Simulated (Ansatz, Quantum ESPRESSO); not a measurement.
# Li: work function by face, part 4 of 6

Aim: the work function of the low-index faces of Li, their order, and how far the functional matters.

Quantum ESPRESSO 7.5; plane-wave DFT, PBE, GBRV ultrasoft pseudopotentials; geometry and cross-check by Ansatz 0.2.0 with PAW datasets.

So far. Step 6 (Potential by pp.x of (110)): On (110) the work function under PBEsol lies +0.03 eV from PBE's. Step 7 (Geometry from Ansatz of (100)):  Held were the atoms numbered 3; the forces quoted are those on the free ones.

## Step 10: Self-consistent run of (100), PBEsol

Level of this step: plane-wave DFT, PBEsol, GBRV ultrasoft pseudopotentials (Quantum ESPRESSO 7.5).

Input file 100.pbesol.in:

```
&control
  prefix = '100.pbesol'
  outdir = './out'
  pseudo_dir = './pseudo'
  calculation = 'scf'
  tprnfor = .true.
/
&system
  ibrav = 0
  nat = 5
  ntyp = 1
  ecutwfc = 40
  ecutrho = 200
  occupations = 'smearing'
  smearing = 'mv'
  degauss = 0.02
/
&electrons
  conv_thr = 1e-07
  mixing_beta = 0.4
  electron_maxstep = 120
  mixing_mode = 'local-TF'
/
ATOMIC_SPECIES
  Li  6.9400  li_pbesol_v1.4.uspp.F.UPF
CELL_PARAMETERS angstrom
  3.49000000000000 0.00000000000000 0.00000000000000
  0.00000000000000 3.49000000000000 0.00000000000000
  0.00000000000000 0.00000000000000 22.98000000000000
ATOMIC_POSITIONS crystal
  Li  -0.000000000000 0.000000000000 0.349649741372
  Li  0.500000000000 0.500000000000 0.427145297503
  Li  0.000000000000 0.000000000000 0.500000000000
  Li  0.500000000000 0.500000000000 0.572854683792
  Li  0.000000000000 0.000000000000 0.650350225915
K_POINTS automatic
  8 8 1 0 0 0
```

Command:

```sh
$ OMP_NUM_THREADS=1 mpirun -n 2 pw.x -nk 2 -in 100.pbesol.in > 100.pbesol.out
```

Numbers of over 12 decimals in the logs are rounded to 6 here.

Output:

```text
[banner, memory and clock lines left out]
Program PWSCF v.7.5 starts
[...]
Message from routine setup:
[...]
number of electrons       =        15.00
     number of Kohn-Sham states=           12
     kinetic-energy cutoff     =      40.0000  Ry
     charge density cutoff     =     200.0000  Ry
[...]
number of k points=    15  Marzari-Vanderbilt smearing, width (Ry)=  0.0200
[...]
Dense  grid:    90131 G-vectors     FFT dimensions: (  30,  30, 200)
[...]
negative rho (up, down):  1.297E-04 0.000E+00
     Starting wfcs are   25 randomized atomic wfcs
[...]
negative rho (up, down):  2.151E-04 0.000E+00
[...]
estimated scf accuracy    <       0.91725971 Ry
[...]
negative rho (up, down):  1.246E-05 0.000E+00
[...]
estimated scf accuracy    <       0.50420097 Ry
[...]
negative rho (up, down):  2.335E-07 0.000E+00
[...]
estimated scf accuracy    <       0.01586174 Ry
[...]
estimated scf accuracy    <       0.00389326 Ry
[...]
estimated scf accuracy    <       0.00037572 Ry
[...]
estimated scf accuracy    <       0.00020595 Ry
[...]
estimated scf accuracy    <       0.00019821 Ry
[...]
estimated scf accuracy    <       0.00003099 Ry
[...]
estimated scf accuracy    <       0.00000865 Ry
[...]
estimated scf accuracy    <       0.00001167 Ry
[...]
negative rho (up, down):  9.516E-07 0.000E+00
[...]
estimated scf accuracy    <       0.00000028 Ry
[...]
negative rho (up, down):  7.441E-06 0.000E+00
[...]
estimated scf accuracy    <       0.00000040 Ry
[...]
negative rho (up, down):  1.095E-05 0.000E+00
[...]
the Fermi energy is    -1.3829 ev
!    total energy              =     -71.79589306 Ry
     estimated scf accuracy    <       0.00000002 Ry
     smearing contrib. (-TS)   =      -0.00185264 Ry
     internal energy E=F+TS    =     -71.79404042 Ry
[...]
one-electron contribution =    -235.90642752 Ry
     hartree contribution      =     110.44555079 Ry
     xc contribution           =     -16.26559025 Ry
     ewald contribution        =      69.93242656 Ry
     convergence has been achieved in  13 iterations
[...]
Total force =     0.000394     Total SCF correction =     0.000090
[...]
```

Elapsed: 18 s, on 2 MPI ranks of Arm Neoverse V2, shared host; peak memory 0.28 GiB; 36 s of CPU time.

Numbers from this step:

```
free energy  : -976.8329 eV
Fermi energy : -1.383 eV
```

## Step 11: Electrostatic potential of (100)

Input file 100.pbesol.pot.in:

```
&inputpp
  prefix = '100.pbesol'
  outdir = './out'
  filplot = '100.pbesol.pot.dat'
  plot_num = 11
/
```

Command:

```sh
$ OMP_NUM_THREADS=1 mpirun -n 2 pp.x -in 100.pbesol.pot.in > 100.pbesol.pot.out
```

Run time: 0.79 s. Hardware: 2 MPI ranks; peak memory 0.11 GiB.

Numbers from this step:

| Property | Result |
| --- | --- |
| work function of the upper face | 2.930 eV |
| slope of the potential above | 8.54e-4 eV/Å |
| upper vacuum line continued to the top atoms, over the Fermi level | 2.925 eV |
| work function of the lower face | 2.930 eV |
| slope of the potential below | -6.45e-4 eV/Å |
| lower vacuum line continued to the bottom atoms, over the Fermi level | 2.926 eV |

On (100) the work function under PBEsol lies +0.02 eV from PBE's.

## Step 12: Geometry from Ansatz of (111)

Level of this step: plane-wave DFT, PBE, Ansatz PAW (Ansatz 0.2.0).

System of this step: Li(111), 9 layers. The cell holds 9 atoms: 9 Li. Its edges and angles: a = 4.936 Å, b = 4.936 Å, c = 24.060 Å, α = 90.0°, β = 90.0°, γ = 60.0°. It derives from Li. Vacuum lies along c.

Input file input.yaml:

```yaml
crystal:
  lattice:
    - [4.9356053327, 0.0, 0.0]
    - [2.4678026663, 4.2743596012, 0.0]
    - [0.0, 0.0, 24.0598097579]
  atoms:
    - { symbol: Li, position: [0.3333333333, 0.3333333333, 0.3325047072] }
    - { symbol: Li, position: [0.6666666667, 0.6666666667, 0.3743785304] }
    - { symbol: Li, position: [0.0, 0.0, 0.4162523536] }
    - { symbol: Li, position: [0.3333333333, 0.3333333333, 0.4581261768] }
    - { symbol: Li, position: [0.6666666667, 0.6666666667, 0.5] }
    - { symbol: Li, position: [0.0, 0.0, 0.5418738232] }
    - { symbol: Li, position: [0.3333333333, 0.3333333333, 0.5837476464] }
    - { symbol: Li, position: [0.6666666667, 0.6666666667, 0.6256214696] }
    - { symbol: Li, position: [0.0, 0.0, 0.6674952928] }
kpoints:
  mp_grid: { grid: [6, 6, 1] }
hamiltonian:
  xc: pbe
scf:
  occupations: { method: fermi_dirac, width: 0.1 }
  convergence: { dr2_threshold: 1.0e-08 }
efield:
  axis: 3
  dipole_correction: true
  ramp_position: 0.97
  ramp_width: 0.04
relax:
  f_tol: 0.01
  constraints: [{ sites: [2, 3, 4, 5, 6] }]
output:
  write_potential: true
  write_density: true
  volumetric_format: npy
```

Command:

```sh
$ ansatz run input.yaml --threads 2 --pin off --max-ram 4096MiB --backend cpu --events-out ev --progress --plain --runs-dir out
```

Output:

```text
[...]
Crystal: 9 atoms, lattice volume = 507.579 Å³
Basis set: ecut = 420 eV, 9915 PW (Γ), exchange–correlation on 72×72×324 points (8 copies of the dense FFT grid, shifted against one another)
Bands: 23, of which v1, the nominal top of the filled ones, is band 14 counted from 1 (13 counted from 0)
Symmetry: 6 space group operations
k-points: 7 of 36 (time reversal used)
[...]
SCF iter   1: F=—  HF=-1840.799081 eV  |F-HF|=—  |Δ(HF+E_count)|=         —  Δρ=8.68e-4  dr2=1.05e-1  ethr=1.77e-3  p=0.000 e·Å  D=2.08e-5 V/Å  ΔV_dip=-0.00 eV  dr2_dipole=4.30e-8  V_vac-E_F(+/−)=2.79/2.79 eV  ⟨swp⟩=10.6  Hψ=1110  notcnv=0
[...]
SCF iter   7: F=-1840.792431 eV  HF=-1840.792431 eV  |F-HF|=4.75e-10  |Δ(HF+E_count)|=   1.11e-8  Δρ=1.74e-7  dr2=4.64e-10  ethr=2.76e-11  p=0.000 e·Å  D=7.87e-7 V/Å  ΔV_dip=-0.00 eV  dr2_dipole=3.88e-16  V_vac-E_F(+/−)=2.97/2.97 eV  ⟨swp⟩=5.1  Hψ=722  notcnv=0
SCF 1 converged in 7 iterations: F = -1840.792431 eV  dr2 = 4.64e-10
[...]
relax step   1: F+E_penalty+E_count = -1840.79243066 eV  Δ(F+E_penalty+E_count) = +0.000e0 eV  max|allowed force component| = 1.662e-1 eV/Å  Δτ_max = 0.0000 Å  (7 SCF iters, accepted)
[...]
SCF iter   7: F=-1840.833394 eV  HF=-1840.833394 eV  |F-HF|=2.96e-10  |Δ(HF+E_count)|=   3.01e-8  Δρ=3.09e-7  dr2=1.64e-9  ethr=3.70e-11  p=0.000 e·Å  D=6.31e-7 V/Å  ΔV_dip=-0.00 eV  dr2_dipole=5.38e-14  V_vac-E_F(+/−)=2.92/2.92 eV  ⟨swp⟩=7.6  Hψ=693  notcnv=0
SCF 2 converged in 7 iterations: F = -1840.833394 eV  dr2 = 1.64e-9
[...]
relax step   2: F+E_penalty+E_count = -1840.83339413 eV  Δ(F+E_penalty+E_count) = -4.096e-2 eV  max|allowed force component| = 1.963e-2 eV/Å  Δτ_max = 0.1892 Å  (7 SCF iters, accepted)
SCF iter   1: F=—  HF=-1840.834249 eV  |F-HF|=—  |Δ(HF+E_count)|=         —  Δρ=2.24e-4  dr2=3.21e-3  ethr=1.68e-4  p=0.000 e·Å  D=8.84e-7 V/Å  ΔV_dip=-0.00 eV  dr2_dipole=2.59e-11  V_vac-E_F(+/−)=2.93/2.93 eV  ⟨swp⟩=2.0  Hψ=364  notcnv=0
[...]
SCF iter   6: F=-1840.834022 eV  HF=-1840.834022 eV  |F-HF|=4.01e-10  |Δ(HF+E_count)|=   8.97e-9  Δρ=1.95e-7  dr2=8.70e-10  ethr=3.70e-11  p=0.000 e·Å  D=7.14e-7 V/Å  ΔV_dip=-0.00 eV  dr2_dipole=1.62e-13  V_vac-E_F(+/−)=2.92/2.92 eV  ⟨swp⟩=7.1  Hψ=643  notcnv=0
SCF 3 converged in 6 iterations: F = -1840.834022 eV  dr2 = 8.70e-10
relax step   3: F+E_penalty+E_count = -1840.83402174 eV  Δ(F+E_penalty+E_count) = -6.276e-4 eV  max|allowed force component| = 2.681e-3 eV/Å  Δτ_max = 0.0250 Å  (6 SCF iters, accepted)
[...]
SCF converged after 6 iterations
Free energy (F): -1840.834022 eV
[...]
Internal energy: -1840.673071 eV  (E = F + TS)
E sigma→0 (E₀):  -1840.753546 eV
Entropy (-TS):   -0.160951 eV (-17.883 meV/atom)
Fermi energy:    -1.408927 eV
Dipole field:    D = 0.000001 V/Å  (p = 0.000003 e·Å, saw-weighted, corrected)
Work function:   Φ+ = 2.9223 eV   Φ− = 2.9224 eV
[...]
--- Forces (eV/Å), atoms counted from 1 ---
  atom   1  Li    -0.00000000    -0.00000000     0.00168620
  atom   2  Li    -0.00000000    -0.00000000    -0.00268082
  atom   3  Li     0.00000000    -0.00000000    -0.04752717
  atom   4  Li    -0.00000000    -0.00000000     0.02484778
  atom   5  Li     0.00000000     0.00000000    -0.00000019
  atom   6  Li     0.00000000     0.00000000    -0.02484829
  atom   7  Li    -0.00000000     0.00000000     0.04752713
  atom   8  Li     0.00000000     0.00000000     0.00268111
  atom   9  Li     0.00000000     0.00000000    -0.00168595
  max |Σ_I F_I| component: 2.01e-7 eV/Å
--- Band table (eV; the first three rows and the last of 7) ---
  k-point 0: bands = [... 10 lower, -3.9705, -2.8199, -1.6302, -0.3678, 0.7923, 0.9946, 0.9946, 1.1374, ... 5 higher]
  k-point 1: bands = [... 10 lower, -3.7978, -2.6390, -1.4518, -0.4723, -0.2551, -0.0440, 0.3636, 0.8163, ... 5 higher]
  k-point 2: bands = [... 10 lower, -3.2805, -2.1077, -1.9501, -1.2463, -0.9262, -0.7145, 0.0206, 0.1585, ... 5 higher]
  k-point 6: bands = [... 10 lower, -2.6595, -2.6595, -1.9225, -1.9225, -1.8899, -0.7739, -0.7739, -0.4767, ... 5 higher]
--- Relaxed structure (3 steps of the walk, 3 accepted, 0 SCFs on fresh bases) ---
  F+E_penalty+E_count = -1840.83402174 eV   max|allowed force component| = 2.681e-3 eV/Å
  atoms:
    - { symbol: Li, position: [0.333333, 0.333333, 0.337421] }
    - { symbol: Li, position: [0.666667, 0.666667, 0.382898] }
    - { symbol: Li, position: [0.0, 0.0, 0.416252] }
    - { symbol: Li, position: [0.333333, 0.333333, 0.458126] }
    - { symbol: Li, position: [0.666667, 0.666667, 0.500000] }
    - { symbol: Li, position: [0.0, 0.0, 0.5418738232] }
    - { symbol: Li, position: [0.333333, 0.333333, 0.5837476464] }
    - { symbol: Li, position: [0.666667, 0.666667, 0.617102] }
    - { symbol: Li, position: [8.86825026050282e-19, 8.868250260502836e-19, 0.662579] }
```

It took 8.9 s on 2 threads; peak memory 0.5 GiB.

Relaxation path:

```tsv
step	energy less that of the first step (eV)	largest force component (eV/Å)
1	0.0000	0.1662
2	-0.0410	0.0196
3	-0.0416	0.0027
```

Forces are held to the 6 operations that the run works with; a distortion that breaks them can't arise in this run.

The atoms that moved most (Å):

```tsv
atom	dx	dy	dz	length
Li8	0.000	0.000	-0.205	0.205
Li2	0.000	0.000	0.205	0.205
Li9	0.000	0.000	-0.118	0.118
Li1	0.000	0.000	0.118	0.118
```

The relaxation lowers the energy by 5 meV an atom. Held were the atoms numbered 3, 4, 5, 6 and 7; the forces quoted are those on the free ones.

Read from the output:

```
free energy                     : -1840.8340 eV
energy at zero smearing         : -1840.7535 eV
smearing term TS                : 0.1610 eV
Fermi energy                    : -1.409 eV
symmetry operations             : 6
work function of the upper face : 2.922 eV
work function of the lower face : 2.922 eV
dipole along the normal         : 2.96e-6 e·Å
```

[end of part 4 of 6]

[Logs are printed without paths, hosts, clocks, repeated set-up lines and the standing remarks that a program may print on its own settings, such as how far it seeks lower states.]

[Hosts, paths, dates, database ids (printed as entryN), source tags and the programs' standing remarks are cut or masked in the printed files.]

[Maps of the electrostatic potential energy from Ansatz leave out the sawtooth potential of an applied field or a dipole correction, so their vacuum need not be flat; planar profiles and work functions include it.]
